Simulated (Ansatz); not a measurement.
# Elastic response of CdH8C4O6 (P2_1/c) (152 atoms)

How stiff is CdH8C4O6 (P2_1/c) (152 atoms), and how do its levels respond to strain?

Calculated with Ansatz 0.2.0; Kohn-Sham DFT, PBE+D3(BJ), PAW (set soft_2), plane waves.

**1. Set-up**

The cell holds 152 atoms: 8 Cd, 64 H, 32 C and 48 O. Its edges and angles: a = 15.426 Å, b = 12.231 Å, c = 8.056 Å, α = 90.0°, β = 94.7°, γ = 90.0°. It derives from CdH8C4O6 (P2_1/c), repeated 2×1×1. CdH8C4O6, space group P2_1/c, structure from the Crystallography Open Database, 2 x 1 x 1 conventional cells; every coordinate displaced by a Gaussian of 0.01 Å; bonds to H set to neutron lengths (C-H 1.089, N-H 1.015, O-H 0.983, B-H 1.19 Å) where the listed ones are shorter.

What the set-up can't give: Sampling is at Γ alone.

**2. Single point at the start**

The forces at the start show how far the geometry lies from a minimum of this functional.

input.yaml reads:

```yaml
crystal:
  lattice:
    - [15.426, 0.0, 0.0]
    - [0.0, 12.231, 0.0]
    - [-0.6615, 0.0, 8.0288]
  atoms:
    - { symbol: Cd, position: [0.08813, 0.58804, 0.08137] }
    - { symbol: Cd, position: [0.41181, 0.0875, 0.41689] }
    - { symbol: Cd, position: [0.41215, 0.41221, 0.91874] }
    - { symbol: Cd, position: [0.08999, 0.91329, 0.58267] }
    - { symbol: H, position: [0.32394, 0.62885, 0.47613] }
    - { symbol: H, position: [0.1773, 0.12858, 0.02424] }
    - { symbol: H, position: [0.17601, 0.37074, 0.52533] }
    - { symbol: H, position: [0.32322, 0.87161, 0.97711] }
    - { symbol: H, position: [0.37743, 0.62256, 0.2897] }
    - { symbol: H, position: [0.12187, 0.12286, 0.20707] }
    - { symbol: H, position: [0.12246, 0.37917, 0.7071] }
    - { symbol: H, position: [0.37862, 0.87875, 0.79255] }
    - { symbol: H, position: [0.29618, 0.81804, 0.43251] }
    - { symbol: H, position: [0.20295, 0.32025, 0.06726] }
    - { symbol: H, position: [0.20323, 0.18115, 0.56672] }
    - { symbol: H, position: [0.29737, 0.67986, 0.93337] }
    - { symbol: H, position: [0.34089, 0.81534, 0.24044] }
    - { symbol: H, position: [0.15822, 0.31604, 0.26092] }
    - { symbol: H, position: [0.15881, 0.1857, 0.75837] }
    - { symbol: H, position: [0.3405, 0.6843, 0.73907] }
    - { symbol: H, position: [0.48661, 0.49061, 0.32154] }
    - { symbol: H, position: [0.01434, 0.99205, 0.17787] }
    - { symbol: H, position: [0.0126, 0.50995, 0.67718] }
    - { symbol: H, position: [0.48626, 0.00958, 0.82324] }
    - { symbol: H, position: [0.02104, 0.60805, 0.40015] }
    - { symbol: H, position: [0.47843, 0.10706, 0.09874] }
    - { symbol: H, position: [0.48021, 0.39303, 0.602] }
    - { symbol: H, position: [0.02082, 0.89231, 0.90034] }
    - { symbol: H, position: [0.18009, 0.54673, 0.79854] }
    - { symbol: H, position: [0.31937, 0.0463, 0.69913] }
    - { symbol: H, position: [0.31894, 0.45294, 0.20013] }
    - { symbol: H, position: [0.18053, 0.95304, 0.30119] }
    [... 114 atom lines left out ...]
    - { symbol: O, position: [0.96372, 0.45809, 0.66147] }
    - { symbol: O, position: [0.53508, 0.95774, 0.83897] }
    - { symbol: O, position: [0.62874, 0.59037, 0.81404] }
    - { symbol: O, position: [0.87081, 0.09108, 0.6879] }
    - { symbol: O, position: [0.87087, 0.40878, 0.18589] }
    - { symbol: O, position: [0.63007, 0.90957, 0.31445] }
kpoints:
  mp_grid: { grid: [1, 1, 1] }
hamiltonian:
  xc: pbe
  dispersion: d3bj
scf:
  occupations: { method: fixed }
output:
  forces: true
```

Command:

```
$ ansatz run input.yaml --threads 4 --pin off --max-ram 8192MiB --backend cpu --events-out ev --progress --plain --runs-dir out
```

Numbers of over 12 decimals in the logs are rounded to 6 here.

The program printed:

```text
[...]
Pseudopotentials: kind: paw
Pseudopotential: Cd, paw, valence charge 20, recommended cutoff 420 eV (normal), Cd.paw.azcp
Pseudopotential: H, paw, valence charge 1, recommended cutoff 420 eV (normal), H.paw.azcp
Pseudopotential: C, paw, valence charge 4, recommended cutoff 420 eV (normal), C.paw.azcp
Pseudopotential: O, paw, valence charge 6, recommended cutoff 420 eV (normal), O.paw.azcp
[... 5 lines on functional and potentials left out ...]
Crystal: 152 atoms, lattice volume = 1514.837 Å³
Basis set: ecut = 420 eV, 29647 PW (Γ), exchange–correlation on 216×180×108 points (8 copies of the dense FFT grid, shifted against one another)
Bands: 472, of which v1, the nominal top of the filled ones, is band 320 counted from 1 (319 counted from 0)
Symmetry: 1 space group operations
Space group: P1 (ITA 1), of the structure as read, at distance tolerance 1.1e-4 Å
k-points: 1
[... 9 lines on functional and potentials left out ...]
Initial density: superposition of atomic densities (neutral atoms: chi_scale 0, normalization atom), corrected by the library's trained network
Initial wavefunctions: pseudopotential atomic-orbital guess
[...]
SCF iter   1: F=—  HF=-102332.843417 eV  |F-HF|=—  |Δ(HF+E_count)|=         —  Δρ=3.18e-3  dr2=1.64e-1  ethr=1.77e-3  ⟨swp⟩=5.0  Hψ=1492  notcnv=0  defer=146
preconditioner: auto → Resta (q_TF=auto, 2.363 Å⁻¹)  ε∞=2.9  [insulator: Δε(μ)=4.383 eV  Ē_g=16.798 eV  n_scr=334 (ndim 8)  ℏωp=22.9 eV  f_vac=0.208  ε∞_Penn≈2.9]
SCF iter   2: F=—  HF=-102332.826732 eV  |F-HF|=—  |Δ(HF+E_count)|=   1.67e-2  Δρ=1.62e-3  dr2=3.49e-2  ethr=2.56e-5  ⟨swp⟩=2.0  Hψ=706  notcnv=0  defer=150
SCF iter   3: F=—  HF=-102332.826115 eV  |F-HF|=—  |Δ(HF+E_count)|=   6.17e-4  Δρ=7.38e-4  dr2=1.01e-2  ethr=5.46e-6  ⟨swp⟩=3.0  Hψ=617  notcnv=0  defer=97
automatic band count: iteration 3 solves 419 bands in place of 472: the levels show a gap, and the empty bands left out lie too high to hold charge; the band table lists the bands solved (type scf.n_extra_bands for more)
SCF iter   4: F=—  HF=-102332.825533 eV  |F-HF|=—  |Δ(HF+E_count)|=   5.82e-4  Δρ=2.75e-4  dr2=1.32e-3  ethr=1.58e-6  ⟨swp⟩=3.0  Hψ=583  notcnv=0  defer=97
SCF iter   5: F=—  HF=-102332.825519 eV  |F-HF|=—  |Δ(HF+E_count)|=   1.45e-5  Δρ=1.55e-4  dr2=3.70e-4  ethr=2.06e-7  ⟨swp⟩=2.0  Hψ=613  notcnv=0  defer=97
[...]
SCF iter   9: F=—  HF=-102332.828052 eV  |F-HF|=—  |Δ(HF+E_count)|=   1.35e-8  Δρ=3.39e-6  dr2=1.70e-7  ethr=2.06e-10  ⟨swp⟩=2.0  Hψ=613  notcnv=0  defer=97
SCF iter  10: F=-102332.828052 eV  HF=-102332.828052 eV  |F-HF|=7.16e-9  |Δ(HF+E_count)|=   2.97e-8  Δρ=1.63e-6  dr2=3.65e-8  ethr=1.56e-11  ⟨swp⟩=4.0  Hψ=1238  notcnv=0
SCF 1 converged in 10 iterations: F = -102332.828052 eV  dr2 = 3.65e-8
[...]
SCF converged after 10 iterations
Free energy (F): -102332.828052 eV
Harris-Foulkes:  -102332.828052 eV  (|F-HF|=7.16e-9)
Internal energy: -102332.828052 eV  (E = F + TS)
E sigma→0 (E₀):  -102332.828052 eV
Fermi energy:    1.429015 eV
--- Per-component energies (eV) ---
[...]
Σ components = -102332.828052   (vs F -102332.828052, Δ=0.00e0)
--- Forces (eV/Å), atoms counted from 1 ---
  atom   1  Cd    -0.14537676    -0.13509951     0.21410380
  atom   2  Cd    -0.01520179    -0.00278441    -0.03888906
  atom   3  Cd    -0.07346643    -0.01567589    -0.10099354
  atom   4  Cd    -0.37228148     0.23107076    -0.01793632
[...]
atom 152  O     -1.19019846     0.09019153     0.15855716
  max |Σ_I F_I| component: 4.02e-5 eV/Å
```

It took 20 s on 4 threads of Arm Neoverse V1, shared host; peak memory 2 GiB.

The r.m.s. force at the start is 0.70 eV/Å.

**3. Cell and atoms relaxed**

Cell and atoms are freed together, to release stress as well as forces.

input.yaml reads:

```yaml
crystal:
  lattice:
    - [15.426, 0.0, 0.0]
    - [0.0, 12.231, 0.0]
    - [-0.6615, 0.0, 8.0288]
  atoms:
    [... the 152 atom lines of step 2 ...]
kpoints:
  mp_grid: { grid: [1, 1, 1] }
hamiltonian:
  xc: pbe
  dispersion: d3bj
scf:
  occupations: { method: fixed }
output:
  forces: true
relax:
  f_tol: 0.05
  max_steps: 150
  cell: {}
```

The program printed:

```text
[...]
Crystal: 152 atoms, lattice volume = 1514.837 Å³
Basis set: ecut = 420 eV, 29647 PW (Γ), exchange–correlation on 216×180×108 points (8 copies of the dense FFT grid, shifted against one another)
Bands: 472, of which v1, the nominal top of the filled ones, is band 320 counted from 1 (319 counted from 0)
Symmetry: 1 space group operations
[...]
k-points: 1
[...]
SCF iter   1: F=—  HF=-102332.843415 eV  |F-HF|=—  |Δ(HF+E_count)|=         —  Δρ=3.18e-3  dr2=1.64e-1  ethr=1.77e-3  ⟨swp⟩=5.0  Hψ=1492  notcnv=0  defer=146
[...]
SCF iter   5: F=—  HF=-102332.825541 eV  |F-HF|=—  |Δ(HF+E_count)|=   1.40e-5  Δρ=1.55e-4  dr2=3.70e-4  ethr=2.06e-7  ⟨swp⟩=2.0  Hψ=613  notcnv=0  defer=97
[...]
SCF iter   9: F=—  HF=-102332.828052 eV  |F-HF|=—  |Δ(HF+E_count)|=   1.34e-8  Δρ=3.39e-6  dr2=1.70e-7  ethr=2.06e-10  ⟨swp⟩=2.0  Hψ=613  notcnv=0  defer=97
SCF iter  10: F=-102332.828052 eV  HF=-102332.828052 eV  |F-HF|=7.20e-9  |Δ(HF+E_count)|=   2.96e-8  Δρ=1.63e-6  dr2=3.64e-8  ethr=1.56e-11  ⟨swp⟩=4.0  Hψ=1238  notcnv=0
SCF 1 converged in 10 iterations: F = -102332.828052 eV  dr2 = 3.64e-8
[...]
relax step   1: F+E_penalty+E_count = -102332.82805190 eV  Δ(F+E_penalty+E_count) = +0.000e0 eV  max|allowed force component| = 3.195e0 eV/Å  Δτ_max = 0.0000 Å  P = +4.585 GPa  Ω = 1514.837 Å³  (10 SCF iters, dr2 threshold 1.00e-7 eV, accepted)
[... from here on, the SCF cycles and remarks between the steps are left out ...]
relax step   2: F+E_penalty+E_count = -102334.80673788 eV  Δ(F+E_penalty+E_count) = -1.979e0 eV  max|allowed force component| = 9.799e-1 eV/Å  Δτ_max = 0.1916 Å  P = +0.536 GPa  Ω = 1545.932 Å³  energy of the carried Pulay correction = -1.185e-1 eV  (8 SCF iters, dr2 threshold 1.52e-5 eV, accepted)
relax step   3: F+E_penalty+E_count = -102335.20787557 eV  Δ(F+E_penalty+E_count) = -4.011e-1 eV  max|allowed force component| = 2.221e-1 eV/Å  Δτ_max = 0.2000 Å  P = +0.239 GPa  Ω = 1512.303 Å³  energy of the carried Pulay correction = +9.759e-3 eV  (8 SCF iters, dr2 threshold 1.52e-5 eV, accepted)
relax step   4: F+E_penalty+E_count = -102335.27145126 eV  Δ(F+E_penalty+E_count) = -6.358e-2 eV  max|allowed force component| = 4.650e-1 eV/Å  Δτ_max = 0.1882 Å  P = -0.209 GPa  Ω = 1532.105 Å³  energy of the carried Pulay correction = -6.608e-2 eV  (8 SCF iters, dr2 threshold 3.08e-6 eV, accepted)
relax step   5: F+E_penalty+E_count = -102335.26699453 eV  Δ(F+E_penalty+E_count) = +4.457e-3 eV  max|allowed force component| = 3.329e-1 eV/Å  Δτ_max = 0.2000 Å  P = -0.003 GPa  Ω = 1503.652 Å³  energy of the carried Pulay correction = +4.321e-2 eV  (8 SCF iters, dr2 threshold 1.35e-5 eV, rejected (line search))
relax step   6: F+E_penalty+E_count = -102335.00482679 eV  Δ(F+E_penalty+E_count) = +2.666e-1 eV  max|allowed force component| = 1.328e0 eV/Å  Δτ_max = 0.1000 Å  P = +0.341 GPa  Ω = 1524.723 Å³  energy of the carried Pulay correction = -3.793e-2 eV  (13 SCF iters, rejected (line search))
relax step   7: F+E_penalty+E_count = -102335.36130190 eV  Δ(F+E_penalty+E_count) = -8.985e-2 eV  max|allowed force component| = 5.081e-2 eV/Å  Δτ_max = 0.0500 Å  P = -0.038 GPa  Ω = 1528.724 Å³  energy of the carried Pulay correction = -5.320e-2 eV  (12 SCF iters, accepted)
relax step   8: F+E_penalty+E_count = -102335.38034276 eV  Δ(F+E_penalty+E_count) = -1.904e-2 eV  max|allowed force component| = 1.288e-2 eV/Å  Δτ_max = 0.0336 Å  P = +0.012 GPa  Ω = 1525.288 Å³  energy of the carried Pulay correction = -4.008e-2 eV  (9 SCF iters, dr2 threshold 1.61e-7 eV, accepted)
relax step   9: F+E_penalty+E_count = -102335.45625061 eV  Δ(F+E_penalty+E_count) = -7.591e-2 eV  max|allowed force component| = 1.283e-2 eV/Å  Δτ_max = 0.0000 Å  P = +0.082 GPa  Ω = 1525.288 Å³  stress off target by 2.99e-1 GPa  SCF on the basis re-selected at this cell (its energy is not comparable with the rows above)  (7 SCF iters)
relax step  10: F+E_penalty+E_count = -102335.46120948 eV  Δ(F+E_penalty+E_count) = -4.959e-3 eV  max|allowed force component| = 4.253e-2 eV/Å  Δτ_max = 0.0179 Å  P = +0.056 GPa  Ω = 1526.111 Å³  energy of the carried Pulay correction = -5.164e-3 eV  (8 SCF iters, dr2 threshold 2.23e-7 eV, accepted)
relax step  11: F+E_penalty+E_count = -102335.46062928 eV  Δ(F+E_penalty+E_count) = +5.802e-4 eV  max|allowed force component| = 1.354e-2 eV/Å  Δτ_max = 0.0308 Å  P = -0.025 GPa  Ω = 1527.204 Å³  energy of the carried Pulay correction = -1.018e-2 eV  (9 SCF iters, dr2 threshold 2.62e-8 eV, accepted)
relax step  12: F+E_penalty+E_count = -102335.47569064 eV  Δ(F+E_penalty+E_count) = -1.506e-2 eV  max|allowed force component| = 1.351e-2 eV/Å  Δτ_max = 0.0000 Å  P = -0.019 GPa  Ω = 1527.204 Å³  stress off target by 6.77e-2 GPa  SCF on the basis re-selected at this cell (its energy is not comparable with the rows above)  (6 SCF iters)
relax step  13: F+E_penalty+E_count = -102335.47692701 eV  Δ(F+E_penalty+E_count) = -1.236e-3 eV  max|allowed force component| = 1.099e-2 eV/Å  Δτ_max = 0.0296 Å  P = -0.008 GPa  Ω = 1527.306 Å³  energy of the carried Pulay correction = -2.669e-3 eV  (9 SCF iters, dr2 threshold 1.15e-8 eV, accepted)
relax step  14: F+E_penalty+E_count = -102335.47574705 eV  Δ(F+E_penalty+E_count) = +1.180e-3 eV  max|allowed force component| = 1.484e-2 eV/Å  Δτ_max = 0.0149 Å  P = -0.003 GPa  Ω = 1527.822 Å³  energy of the carried Pulay correction = -4.943e-3 eV  (10 SCF iters, accepted)
relax step  15: F+E_penalty+E_count = -102335.48720277 eV  Δ(F+E_penalty+E_count) = -1.146e-2 eV  max|allowed force component| = 1.463e-2 eV/Å  Δτ_max = 0.0000 Å  P = +0.002 GPa  Ω = 1527.822 Å³  stress off target by 5.02e-2 GPa  SCF on the basis re-selected at this cell (its energy is not comparable with the rows above)  (5 SCF iters)
relax step  16: F+E_penalty+E_count = -102335.48426152 eV  Δ(F+E_penalty+E_count) = +2.941e-3 eV  max|allowed force component| = 3.193e-2 eV/Å  Δτ_max = 0.0232 Å  P = +0.008 GPa  Ω = 1528.664 Å³  energy of the carried Pulay correction = -3.890e-3 eV  (10 SCF iters, dr2 threshold 6.30e-9 eV, accepted)
relax step  17: F+E_penalty+E_count = -102335.48750067 eV  Δ(F+E_penalty+E_count) = -3.239e-3 eV  max|allowed force component| = 3.188e-2 eV/Å  Δτ_max = 0.0000 Å  P = +0.010 GPa  Ω = 1528.664 Å³  stress off target by 4.03e-2 GPa  SCF on the basis re-selected at this cell (its energy is not comparable with the rows above)  (5 SCF iters)
[...]
SCF converged after 5 iterations
Free energy (F): -102335.487501 eV
[...]
Internal energy: -102335.487501 eV  (E = F + TS)
E sigma→0 (E₀):  -102335.487501 eV
Fermi energy:    1.224441 eV
[...]
Σ components = -102335.487501   (vs F -102335.487501, Δ=0.00e0)
--- Forces (eV/Å), atoms counted from 1 ---
  atom   1  Cd    -0.00290449    -0.00077667     0.00653068
  atom   2  Cd     0.00215780     0.00054772    -0.00650992
  atom   3  Cd     0.00230338    -0.00013653    -0.00591174
  atom   4  Cd    -0.00265181    -0.00061773     0.00514634
[...]
atom 152  O      0.00037128    -0.02426820    -0.01147997
  max |Σ_I F_I| component: 4.60e-6 eV/Å
--- Stress (GPa, compression-positive) ---
        0.005710      -0.000663       0.019521
       -0.000663      -0.004832      -0.001022
        0.019520      -0.001022       0.029187
  P = ⅓ Tr σ = 0.0100 GPa (0.100 kbar)
--- Relaxed structure (13 steps of the walk, 11 accepted, 4 SCFs on fresh bases) ---
  F+E_penalty+E_count = -102335.48750067 eV   max|allowed force component| = 3.188e-2 eV/Å   (the final SCF, on the basis selected at the relaxed cell)
  cell:  # Å, volume = 1528.6642 Å³
    - [15.276549, 0.000337767, 0.500540]
    - [0.000267809, 12.211944, -0.000597332]
    - [-0.394574, -0.000406591, 8.181186]
  atoms:
    - { symbol: Cd, position: [0.086383, 0.588297, 0.080263] }
    - { symbol: Cd, position: [0.413514, 0.088294, 0.419647] }
    - { symbol: Cd, position: [0.413551, 0.411778, 0.919473] }
    - { symbol: Cd, position: [0.086365, 0.911824, 0.580435] }
[...]
- { symbol: O, position: [0.629152, 0.908635, 0.308534] }
```

Elapsed: 5.1 min, on 4 threads; peak memory 2.1 GiB; 19 min of CPU time.

The relaxation converged after 13 steps, with a largest force component of 0.032 eV/Å.

(Continued in part 2 of 4.)

[Logs are printed without paths, hosts, clocks, repeated set-up lines and the standing remarks that a program may print on its own settings, such as how far it seeks lower states.]

[Hosts, paths, dates, database ids (printed as entryN), source tags and the programs' standing remarks are cut or masked in the printed files.]
